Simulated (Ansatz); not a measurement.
Entries from a set of simulations; values are calculated unless marked as measured.

```
TiTe2 (1T sheet): Hubbard U and Hund's J by constrained RPA
1.0
    -2.61521    0.00000   -2.61521
     0.00000    2.61521    2.61521
    17.46662   17.46662  -17.46662
Ti Te
1 2
Direct
  0.00000 0.00000 0.31776
  0.33333 0.66667 0.37480
  0.66667 0.33333 0.26072
# method: DFT, PBEsol, plane waves, PAW (and 1 further level or step)
# program: Ansatz 0.2.0
# settings of one run: cutoff 420 eV, 6×6×1 k-mesh, smearing width 0.08 eV, default PAW, coordination {"Ti": "octahedral"}, magnetic state non-magnetic by constraint
# cost: 3 runs, 12 min in all on 8 threads of Arm Neoverse V2, shared host (the runs of this entry)
# notes: The program’s warnings: xc potential rough in thin density. The structure was relaxed with PBEsol. Limits: no spin-orbit coupling. The bands cross the Fermi level under this constraint, which need not be the crystal’s state: magnetic order, correlation or a lattice distortion may open a gap.
# Ti t2g + anion p: U 4.23 eV, U′ 3.38 eV, J 0.42 eV, bare V 15.1 eV
# Ti d + anion p: U 8.00 eV, U′ 7.11 eV, J 0.43 eV, bare V 15.9 eV
# method: constrained RPA on non-magnetic PBEsol, 6×6×1 mesh, static; search for lower states off
```

[Paths, hosts, dates, memory and timing lines, banners, echoed tables and standing remarks are left out of the program output.]

[Logs are printed without paths, hosts, clocks, repeated set-up lines and the standing remarks that a program may print on its own settings, such as how far it seeks lower states.]

[Runs of the session that timed out or met a known fault of the program may be left out.]

[Hosts, paths, dates, database ids (printed as entryN), source tags and the programs' standing remarks are cut or masked in the printed files.]
